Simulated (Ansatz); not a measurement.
# MoSi2N4 monolayer in a perpendicular field

Aim: how the MoSi2N4 monolayer screens a field along its normal, and what the field does to its bands. A positive field points along +c.

Calculated with Ansatz 0.2.0; plane-wave DFT, PBE-D3(BJ), Ansatz PAW (set soft_1); PAW set soft_1.

This is a report of a sequence of runs, with most program output left out.

**1. Set-up**

The cell holds 7 atoms: 4 N, 2 Si and 1 Mo. Its edges and angles: a = 2.920 Å, b = 2.920 Å, c = 44.762 Å, α = 90.0°, β = 90.0°, γ = 120.0°. Vacuum lies along c.

Structure file:

```xyz
7
Lattice="2.9200 0.0000 0.0000 -1.4600 2.5288 0.0000 0.0000 0.0000 44.7618" Properties=species:S:1:pos:R:3
N     0.0000    0.0000   18.9500
Si    0.0000    1.6859   19.4194
N     0.0000    1.6859   21.1694
Mo    0.0000    0.0000   22.3809
N     0.0000    1.6859   23.5924
Si    0.0000    1.6859   25.3424
N     0.0000    0.0000   25.8118
```

**2. Relaxing the slab**

The starting cell is a guess, so the in-plane lattice and the atoms are relaxed first, with the slab cut off from its images along the normal.

File input.yaml:

```yaml
crystal:
  lattice:
    - [2.92, 0.0, 0.0]
    - [-1.46, 2.5287941791, 0.0]
    - [0.0, 0.0, 44.7617906189]
  atoms:
    - { symbol: "N", position: [0.0, 0.0, 0.4233521434] }
    - { symbol: Si, position: [0.3333333333, 0.6666666667, 0.4338394871] }
    - { symbol: "N", position: [0.3333333333, 0.6666666667, 0.4729353314] }
    - { symbol: Mo, position: [0.0, 0.0, 0.5] }
    - { symbol: "N", position: [0.3333333333, 0.6666666667, 0.5270646686] }
    - { symbol: Si, position: [0.3333333333, 0.6666666667, 0.5661605129] }
    - { symbol: "N", position: [0.0, 0.0, 0.5766478566] }
  periodic: [true, true, false]
kpoints:
  mp_grid: { grid: [12, 12, 1] }
hamiltonian:
  xc: pbe
  dispersion: d3bj
  pseudopotentials: { kind: paw, azcp: { folder: soft_1 } }
scf:
  occupations: { method: fermi_dirac, width: 0.05 }
  convergence: { dr2_threshold: 1.0e-09 }
relax:
  f_tol: 0.004
  max_steps: 90
  cell: {}
output:
  write_potential: true
  write_density: true
  volumetric_format: npy
```

Started as:

```sh
> ansatz run input.yaml --threads 2 --pin off --max-ram 3072MiB --backend cpu --events-out ev --progress --plain --runs-dir out
```

Wall time 98 s (2 threads of Arm Neoverse V1, shared host); peak memory 0.56 GiB.

Step by step:

```tsv
step	energy less that of the first step (eV)	largest force component (eV/Å)	volume (Å³)
1	0.0000	0.7187	330.52
2	-0.0977	0.3404	322.59
3	-0.1052	0.1239	323.06
4	-0.1059	0.0625	323.14
5	-0.1062	0.0123	322.74
6	-0.1062	0.0004	322.88
7*	-0.1038	0.0004	322.88
8	-0.1038	0.0001	322.82
9*	-0.1038	0.0001	322.82
```

Relaxation steps marked * repeat the geometry before them on a plane-wave basis chosen anew for their cell, so energy and pressure can jump there.

The run keeps the 12 symmetry operations that it works with, so distortions that break them were not tested.

```tsv
cell as run	before	after	change
a (Å)	2.920	2.886	-1.2 %
b (Å)	2.920	2.886	-1.2 %
```

The atoms that moved most (Å, along periodic axes as changes of fractional coordinates times the final cell, across vacuum about the mean position):

```tsv
atom	dx	dy	dz	length
N1	0.000	0.000	-0.098	0.098
N7	0.000	0.000	0.098	0.098
Si6	0.000	0.000	0.042	0.042
Si2	0.000	0.000	-0.042	0.042
N5	0.000	0.000	0.042	0.042
N3	0.000	0.000	-0.042	0.042
```

The relaxed structure:

```xyz
7
Lattice="2.8858 0.0000 0.0000 -1.4429 2.4992 0.0000 0.0000 0.0000 44.7618" Properties=species:S:1:pos:R:3
N     0.0000    0.0000   18.8519
Si    0.0000    1.6661   19.3770
N     0.0000    1.6661   21.1278
Mo    0.0000    0.0000   22.3809
N     0.0000    1.6661   23.6340
Si    0.0000    1.6661   25.3847
N     0.0000    0.0000   25.9099
```

Numbers from this step:

```
gap on the k-mesh : 2.040 eV
```

The lattice constant a goes from 2.920 to 2.886 Å.

**3. Single point, field 0**

A sawtooth potential applies the field, turning back in the middle of the vacuum. With the dipole correction the typed value is the field outside the slab. The induced dipole is small, so the SCF threshold is tight.

The cell differs from the one that the last finished run ended in (c 44.762 → 25.058 Å).

File input.yaml:

```yaml
crystal:
  lattice:
    - [2.8857771753, 0.0, 0.0]
    - [-1.4428885877, 2.4991563435, 0.0]
    - [0.0, 0.0, 25.0579426494]
  atoms:
    - { symbol: "N", position: [0.0, 0.0, 0.3591675552] }
    - { symbol: Si, position: [0.3333333333, 0.6666666667, 0.3801238684] }
    - { symbol: "N", position: [0.3333333333, 0.6666666667, 0.4499906982] }
    - { symbol: Mo, position: [0.0, 0.0, 0.5] }
    - { symbol: "N", position: [0.3333333333, 0.6666666667, 0.5500093018] }
    - { symbol: Si, position: [0.3333333333, 0.6666666667, 0.6198761316] }
    - { symbol: "N", position: [0.0, 0.0, 0.6408324448] }
kpoints:
  mp_grid: { grid: [18, 18, 1] }
  band_path:
    path: [[0, 0, 0], [0.5, 0, 0], [0.33333333, 0.33333333, 0], [0, 0, 0]]
    npoints: 16
hamiltonian:
  xc: pbe
  dispersion: d3bj
  pseudopotentials: { kind: paw, azcp: { folder: soft_1 } }
scf:
  occupations: { method: fermi_dirac, width: 0.02585 }
  convergence: { dr2_threshold: 1.0e-10 }
efield:
  axis: 3
  dipole_correction: true
  ramp_position: 0.97
  ramp_width: 0.06
  amplitude: 0
output:
  dos: { projected: true, e_range: [-6, 5] }
  write_potential: true
  write_density: true
  volumetric_format: npy
  elf: true
```

Run time: 26 s. Hardware: 2 threads; peak memory 0.5 GiB.

This step gave:

```
dipole along the normal            : -4.44e-8 e·Å
gap along the path                 : 2.040 eV
smallest direct gap along the path : 2.390 eV
ionisation energy, upper face      : 5.543 eV
electron affinity, upper face      : 3.503 eV
gap, the smaller of path and mesh  : 2.040 eV
```

Running mean over a fixed 2.6 Å (it still follows the layers) of the planar mean; the ramp of the sawtooth is left out. Table of electron's electrostatic potential energy less the Fermi level by z:

```tsv
z (Å)	electron's electrostatic potential energy less the Fermi level (eV)
3.5	4.52
4.0	4.52
4.5	4.52
5.0	4.52
5.5	4.51
6.0	4.50
6.5	4.43
7.0	4.04
7.5	2.09
8.0	-2.11
8.5	-5.86
9.0	-8.26
9.5	-9.23
10.0	-9.96
10.5	-8.86
11.0	-8.79
11.5	-11.0
12.0	-13.4
12.5	-14.2
13.0	-13.5
13.5	-11.3
14.0	-9.00
14.5	-8.69
15.0	-9.94
15.5	-9.35
16.0	-8.43
16.5	-6.22
17.0	-2.62
17.5	1.68
18.0	3.94
18.5	4.41
19.0	4.50
19.5	4.51
20.0	4.52
20.5	4.52
21.0	4.52
21.5	4.52
```

The density of states has structure finer than the step of the table below, so its rows give means over 0.25 eV, whole bins alone (the curve runs from -6 to 2.99 eV). Peaks (eV: height): -4.180: 6.07, -3.330: 7.63, 1.690: 16.0, 1.910: 6.07, 2.130: 10.2, 2.520: 8.71, 2.600: 6.38.

The density of states by energy, zero at the Fermi level of the run, which the smearing sets inside the gap; means over each step:

```tsv
energy (eV)	density of states (states/eV a cell)
-5.75	3.97
-5.50	2.69
-5.25	2.41
-5.00	2.63
-4.75	2.82
-4.50	4.24
-4.25	4.23
-4.00	3.52
-3.75	4.15
-3.50	3.39
-3.25	6.55
-3.00	3.59
-2.75	1.09
-2.50	0.760
-2.25	0.201
-2.00	4.27
-1.75	1.83
-1.50	0.992
-1.25	0.417
-1.00	0.206
-0.75	0
-0.50	0
-0.25	0
0.00	0
0.25	0
0.50	0
0.75	0
1.00	0.100
1.25	0.447
1.50	1.81
1.75	5.92
2.00	3.35
2.25	5.29
2.50	6.17
2.75	1.30
```

Projected DOS per atom over height of the atomic layer and energy from the Fermi level. Layers: N Si N Mo N Si N from below.

Values in states/eV, 22 rows by 7 columns, each cell a mean:
```
0.07 0.14 0.17 0.92 0.17 0.14 0.07
0.31 0.57 0.40 2.77 0.40 0.57 0.31
0.08 0.17 0.42 1.76 0.42 0.17 0.08
0.19 0.28 0.44 2.15 0.44 0.28 0.19
0.00 0.00 0.02 0.25 0.02 0.00 0.00
0.00 0.00 0.00 0.00 0.00 0.00 0.00
0.00 0.00 0.00 0.00 0.00 0.00 0.00
0.00 0.00 0.00 0.00 0.00 0.00 0.00
0.00 0.00 0.00 0.00 0.00 0.00 0.00
0.00 0.00 0.01 0.06 0.01 0.00 0.00
0.01 0.01 0.05 0.40 0.05 0.01 0.01
0.04 0.02 0.15 1.37 0.15 0.02 0.04
0.06 0.03 0.17 1.89 0.17 0.03 0.06
0.18 0.00 0.16 0.02 0.16 0.00 0.18
0.57 0.02 0.81 0.18 0.81 0.02 0.57
1.11 0.04 1.21 0.49 1.21 0.04 1.11
0.63 0.04 0.91 0.70 0.91 0.04 0.63
0.72 0.06 0.83 0.67 0.83 0.06 0.72
0.64 0.09 0.82 0.61 0.82 0.09 0.64
0.52 0.08 0.43 0.51 0.43 0.08 0.52
0.57 0.12 0.33 0.49 0.33 0.12 0.57
0.75 0.24 0.72 0.75 0.72 0.24 0.75
```
Columns: height of the atomic layer (Å) from 9 to 16.1 (not evenly spaced); rows upwards: energy from the Fermi level (eV) from -5.96 to 2.95.

The electronic bands at the labelled points (eV, zero at the Fermi level of the run, which the smearing sets inside the gap):

```tsv
point	band 18	band 19	band 20	band 21	band 22	band 23	band 24	band 25
Γ	-3.32	-3.32	-3.26	-1.02	1.96	1.96	2.26	2.26
halfway	-4.13	-3.75	-3.28	-1.94	1.70	1.87	2.39	3.45
M	-3.38	-3.36	-2.77	-1.96	1.54	1.93	2.34	2.90
halfway	-3.90	-3.14	-2.76	-1.73	1.66	2.53	2.59	3.70
K	-4.99	-3.04	-2.33	-1.38	1.02	2.33	3.17	4.19
halfway	-3.58	-3.47	-3.33	-2.10	1.59	2.20	2.47	3.68
Γ	-3.32	-3.32	-3.26	-1.02	1.96	1.96	2.26	2.26
```

ELF in the ca plane at fractional y = 0.667, with atoms of Si and N within 0.2 Å of it. It is the smooth field of the valence electrons, not physical close to the nuclei.

Ten even steps from '0' (0.00) to '9' (0.88), each cell a mean:
```
00000000002467876201211452121114787652100000
00000000002467876201211452121014787652100000
00000000001257885335653222566424787531000000
00000000000125553478886215888852455310000000
00000000000012232698357327736982322200000000
00000000000012233698257327626983322100000000
00000000000124542488887215888862355310000000
00000000001246875336763222576434787531000000
```
Columns run along c (16.0 Å, from fractional 0.16 to 0.79 of the cell), rows up along a (2.9 Å). Atoms in or near the plane, at fractional coordinates: Si at (0.38, 0.33), N at (0.45, 0.33), N at (0.55, 0.33), Si at (0.62, 0.33).

Valence density in the ca plane at fractional y = 0.667, with atoms of Si and N within 0.2 Å of it. It is the smooth field of the valence electrons, not physical close to the nuclei.

Values in e/Å³, 5 rows by 16 columns, each cell a mean:
```
0.0 0.0 0.0 0.0 0.2 0.6 0.2 0.2 0.9 0.5 0.1 0.3 0.5 0.1 0.0 0.0
0.0 0.0 0.0 0.0 0.2 0.5 0.3 0.5 0.7 0.6 0.3 0.4 0.5 0.1 0.0 0.0
0.0 0.0 0.0 0.0 0.1 0.3 0.6 2.3 0.7 1.5 1.7 0.3 0.3 0.0 0.0 0.0
0.0 0.0 0.0 0.0 0.1 0.2 0.8 3.0 0.8 1.9 2.2 0.3 0.2 0.0 0.0 0.0
0.0 0.0 0.0 0.0 0.1 0.5 0.3 0.8 0.6 0.7 0.6 0.4 0.4 0.0 0.0 0.0
```
Columns run along c (16.0 Å, from fractional 0.16 to 0.79 of the cell), rows up along a (2.9 Å). Atoms in or near the plane, at fractional coordinates: Si at (0.38, 0.33), N at (0.45, 0.33), N at (0.55, 0.33), Si at (0.62, 0.33).

Electrostatic potential energy in the ca plane at fractional y = 0.667, with atoms of Si and N within 0.2 Å of it. With pseudopotentials it is smooth inside the atoms' cores, unlike the true potential.

Ten even steps from '0' (-37 eV) to '9' (7 eV), each cell a mean:
```
99999999999998878899986325789988778999999999
99999999999998878899986325789988778999999999
99999999999998755788887556888876568999999999
99999999999987311376347777534751126899999999
99999999999985033151004886100422413799999999
99999999999985044151004886000422513799999999
99999999999987200375236777424741015899999999
99999999999998655788887657888875567999999999
```
Columns run along c (16.0 Å, from fractional 0.16 to 0.79 of the cell; values clipped at the 3rd and 97th percentile), rows up along a (2.9 Å). Atoms in or near the plane, at fractional coordinates: Si at (0.38, 0.33), N at (0.45, 0.33), N at (0.55, 0.33), Si at (0.62, 0.33).

The gap is 2.04 eV, with the valence edge 5.54 eV and the conduction edge 3.50 eV under the upper vacuum level.

**4. Single point, field 0.1 V/Å**

Changes to input.yaml since step 3:

```diff
@@ -28,7 +28,6 @@
   dipole_correction: true
-  ramp_position: 0.97
-  ramp_width: 0.06
-  amplitude: 0
+  ramp_position: 0.9365
+  ramp_width: 0.1269
+  amplitude: 0.1
 output:
-  dos: { projected: true, e_range: [-6, 5] }
   write_potential: true
@@ -36,2 +35 @@
   volumetric_format: npy
-  elf: true
```

Wall time 27 s (2 threads); peak memory 0.47 GiB; 54 s of CPU time.

The dipole is 0.0314 e·Å, and the gap 2.040 eV.

**5. Atoms held, field -0.1 V/Å**

Changes to input.yaml since step 4:

```diff
@@ -30,3 +30,3 @@
   ramp_width: 0.1269
-  amplitude: 0.1
+  amplitude: -0.1
 output:
```

Run time: 27 s. Hardware: 2 threads; peak memory 0.47 GiB; 54 s of CPU time.

The dipole is -0.0314 e·Å, and the gap 2.040 eV.

**6. Response, atoms held**

This step: plane-wave DFT, PBE-D3(BJ), Ansatz PAW (set soft_1); response to a field along the normal, atoms held; PAW set soft_1 (Ansatz 0.2.0).

The dipoles give the slope, and the difference of two potentials shows where the field is screened.

Numbers from this step:

* equivalent conductor thickness p/(ε₀AE): 7.868 Å
* distance between the outer atoms: 7.058 Å

Dipole of the cell against applied field:

```tsv
applied field (V/Å)	dipole of the cell (e·Å)
-0.1000	-0.0314
0.0000	-4.4e-8
0.1000	0.0314
```

Local field over the applied field, running mean. From the potentials at -0.1 and 0.1 V/Å; running mean over 2.5 Å. Local field over applied field against z:

```tsv
z (Å)	local field over applied field
4.5	1.000
5.0	0.998
5.5	0.995
6.0	0.983
6.5	0.949
7.0	0.868
7.5	0.726
8.0	0.562
8.5	0.400
9.0	0.286
9.5	0.213
10.0	0.182
10.5	0.163
11.0	0.148
11.5	0.108
12.0	0.0749
12.5	0.0593
13.0	0.0723
13.5	0.103
14.0	0.144
14.5	0.162
15.0	0.180
15.5	0.207
16.0	0.275
16.5	0.384
17.0	0.542
17.5	0.708
18.0	0.854
18.5	0.943
19.0	0.981
19.5	0.994
20.0	0.998
20.5	1.000
21.0	1.000
```

The induced electron density oscillates, so the rows of the table below give means over windows of 0.5 Å about each position, cut where the curve ends. Its maxima inside the range that stand out by 2 % of the span (Å: e/Å³ per V/Å): 8.21: 0.00388, 9.19: 0.00129, 10.58: 0.00148, 11.28: 0.00133, 13.22: 3.2e-4, 14.06: -2.5e-4, 15.31: 0.00220, 16.15: -4.6e-4. Its minima: 8.91: 4.6e-4, 9.74: -0.00220, 11.00: 2.5e-4, 11.83: -3.2e-4, 13.78: -0.00133, 14.48: -0.00148, 15.87: -0.00129, 16.84: -0.00388.

Electrons, planar mean, per unit field. Induced electron density against z; means over each step:

```tsv
z (Å)	induced electron density (e/Å³ per V/Å)
4.5	1.6e-6
5.0	6.0e-6
5.5	2.2e-5
6.0	7.5e-5
6.5	2.4e-4
7.0	7.1e-4
7.5	0.00185
8.0	0.00343
8.5	0.00258
9.0	8.5e-4
9.5	-9.2e-4
10.0	-8.6e-4
10.5	0.00124
11.0	6.7e-4
11.5	6.5e-4
12.0	-1.7e-4
12.5	2.0e-6
13.0	1.4e-4
13.5	-4.9e-4
14.0	-6.9e-4
14.5	-0.00126
15.0	5.5e-4
15.5	0.00125
16.0	-8.6e-4
16.5	-0.00224
17.0	-0.00355
17.5	-0.00202
18.0	-8.1e-4
18.5	-2.7e-4
19.0	-8.7e-5
19.5	-2.5e-5
20.0	-7.0e-6
20.5	-1.9e-6
21.0	-6.4e-7
```

The smaller of the gaps on the path and on the k-mesh, counted as 0 under 0.03 eV. The gap stays at 2.04 eV for applied field from -0.1 to 0.1 V/Å.

By hand: between -0.1 and 0.1 V/Å the dipole changes by 0.06271 e·Å, a slope of 0.3136 e·Å²/V. A perfect conductor of thickness t has p = ε₀AEt, so t = 180.95 × 0.3136 / 7.212 = 7.87 Å (e/ε₀ = 180.95 V·Å, A in Å²).

The induced dipole is that of a conductor 7.87 Å thick.

**7. Results**

| Quantity | Value |
| --- | --- |
| gap without field | 2.04 eV |
| ionisation energy, upper face | 5.54 eV |
| electron affinity, upper face | 3.50 eV |
| equivalent conductor thickness, atoms held | 7.87 Å |

**Reading.** The induced dipole equals that of a perfect conductor 7.87 Å thick, while the outer atoms lie 7.06 Å apart; an out-of-plane ε follows only once a thickness t is chosen, by 1 − 1/ε = 7.87 Å / t. The gap stays within 0.01 eV of 2.04 eV over the fields run, up to 0.1 V/Å in size. Semilocal functionals give gaps that are too small, and excitons are not included. Spin-orbit coupling is left out, which matters for the bands of elements this heavy. The outer anions sit over the metal atoms, one of several polytypes of such layers and not the lowest for every compound.

[Logs are printed without paths, hosts, clocks, repeated set-up lines and the standing remarks that a program may print on its own settings, such as how far it seeks lower states.]

[Hosts, paths, dates, database ids (printed as entryN), source tags and the programs' standing remarks are cut or masked in the printed files.]

[Maps of the electrostatic potential energy from Ansatz leave out the sawtooth potential of an applied field or a dipole correction, so their vacuum need not be flat; planar profiles and work functions include it.]

[The density of states shown here was stored with 400 of the rows of the run's finer table, so its peaks can read low, often by over a quarter, or be missed, and its means over a window can be off by a tenth or more.]
